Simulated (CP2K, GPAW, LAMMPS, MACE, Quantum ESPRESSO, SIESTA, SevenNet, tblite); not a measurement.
# What went wrong? CP2K on glassy 79SiO2-12Al2O3-4SrO-4ZnO (mol %) (76 atoms)

Program: CP2K 2026.2, a calculation on a cell of 19 Si, 6 Al, 1 Sr, 1 Zn and 49 O, 13.2 Å³ an atom.

Input file input.inp:

```
&GLOBAL
  PROJECT cell
  RUN_TYPE ENERGY_FORCE
  PRINT_LEVEL LOW
&END GLOBAL
&FORCE_EVAL
  METHOD QS
  STRESS_TENSOR ANALYTICAL
  &DFT
    BASIS_SET_FILE_NAME BASIS_MOLOPT_UZH
    POTENTIAL_FILE_NAME POTENTIAL_UZH
    &MGRID
      CUTOFF 800
      REL_CUTOFF 50
      NGRIDS 5
    &END MGRID
    &QS
      EPS_DEFAULT 1.0E-12
    &END QS
    &SCF
      SCF_GUESS ATOMIC
      EPS_SCF 1.0E-06
      MAX_SCF 50
      &DIAGONALIZATION
        ALGORITHM STANDARD
      &END DIAGONALIZATION
      &SMEAR ON
        METHOD FERMI_DIRAC
        ELECTRONIC_TEMPERATURE [K] 580
      &END SMEAR
      &MIXING
        METHOD BROYDEN_MIXING
        ALPHA 0.3
        NBROYDEN 8
      &END MIXING
      &PRINT
        &RESTART OFF
        &END RESTART
      &END PRINT
    &END SCF
    &XC
      &XC_FUNCTIONAL PBE
      &END XC_FUNCTIONAL
    &END XC
    &PRINT
      &MULLIKEN ON
      &END MULLIKEN
      &HIRSHFELD ON
        SHAPE_FUNCTION DENSITY
      &END HIRSHFELD
      &MO ON
        EIGENVALUES T
        OCCUPATION_NUMBERS T
        MO_INDEX_RANGE 194 205
        &EACH
          QS_SCF 0
        &END EACH
        ADD_LAST NUMERIC
      &END MO
    &END PRINT
  &END DFT
  &SUBSYS
    &CELL
      A 10.01332 0.00000 0.00000
      B 0.00000 10.01332 0.00000
      C 0.00000 0.00000 10.01332
    &END CELL
    &COORD
      Si 2.98167 7.84634 3.94795
      Si 0.48284 8.57340 0.21969
      Si 0.70153 5.48169 9.41853
      Si 7.96159 9.07397 4.58930
      Si 2.61788 7.58719 6.94714
      Si 7.25375 1.67553 0.85213
      Si 6.41704 3.16020 3.62342
      Si 0.04366 6.90989 3.85623
      Si 7.76954 8.74904 1.52363
      Si 0.14309 2.89695 1.37052
[... 62 atom lines left out ...]
      O 2.89205 8.43582 8.22815
      O 3.38240 1.64238 2.61918
      O 3.67919 3.33053 0.03905
      O 3.15009 8.05251 5.56170
    &END COORD
    &KIND Si
      BASIS_SET DZVP-MOLOPT-PBE-GTH-q4
      POTENTIAL GTH-PBE-q4
    &END KIND
    &KIND Al
      BASIS_SET DZVP-MOLOPT-PBE-GTH-q3
      POTENTIAL GTH-PBE-q3
    &END KIND
    &KIND Sr
      BASIS_SET DZVP-MOLOPT-PBE-GTH-q10
      POTENTIAL GTH-PBE-q10
    &END KIND
    &KIND Zn
      BASIS_SET DZVP-MOLOPT-PBE-GTH-q12
      POTENTIAL GTH-PBE-q12
    &END KIND
    &KIND O
      BASIS_SET DZVP-MOLOPT-PBE-GTH-q6
      POTENTIAL GTH-PBE-q6
    &END KIND
  &END SUBSYS
  &PRINT
    &FORCES ON
    &END FORCES
    &STRESS_TENSOR ON
    &END STRESS_TENSOR
  &END PRINT
&END FORCE_EVAL
```

On the command line:

```
$ OMP_NUM_THREADS=1 mpirun -np 4 cp2k.psmp -i input.inp > output.txt
```

Output:

```text
CP2K| version string:                                       CP2K version 2026.2
 CP2K| Input file name                                                 input.inp
 GLOBAL| Basis set file name                                    BASIS_MOLOPT_UZH
 GLOBAL| Potential file name                                       POTENTIAL_UZH
 GLOBAL| Run type                                                   ENERGY_FORCE
 GLOBAL| Total number of message passing processes                             4
 GLOBAL| Number of threads for this process                                    1
 *   ___                                                                       *
 *  /   \                                                                      *
 * [ABORT]                                                                     *
 *  \___/             Extra MOs (ADDED_MOS) are required for smearing          *
 *    |                                                                        *
 *  O/|                                                                        *
 * /| |                                                                        *
```

The job ended after 0.63 s (4 MPI ranks of Arm Neoverse V2, shared host; peak memory 0.62 GiB).

Banners, paths, timers and routine set-up lines are dropped from the logs unmarked, and long logs keep their key lines alone; longer cuts are marked.

**Question.** Which part of the input is at fault, and how is it mended?

Smearing without added orbitals: added orbitals 0. Mend: give ADDED_MOS, enough empty orbitals to hold the smearing.

The program stopped at the start.

[Also dropped from logs without a mark: logging warnings of Python, and SIESTA's first energy breakdown and zero terms.]

[Logs are printed without paths, hosts, clocks, repeated set-up lines and the standing remarks that a program may print on its own settings, such as how far it seeks lower states.]

[Hosts, paths, dates, database ids (printed as entryN), source tags and the programs' standing remarks are cut or masked in the printed files.]
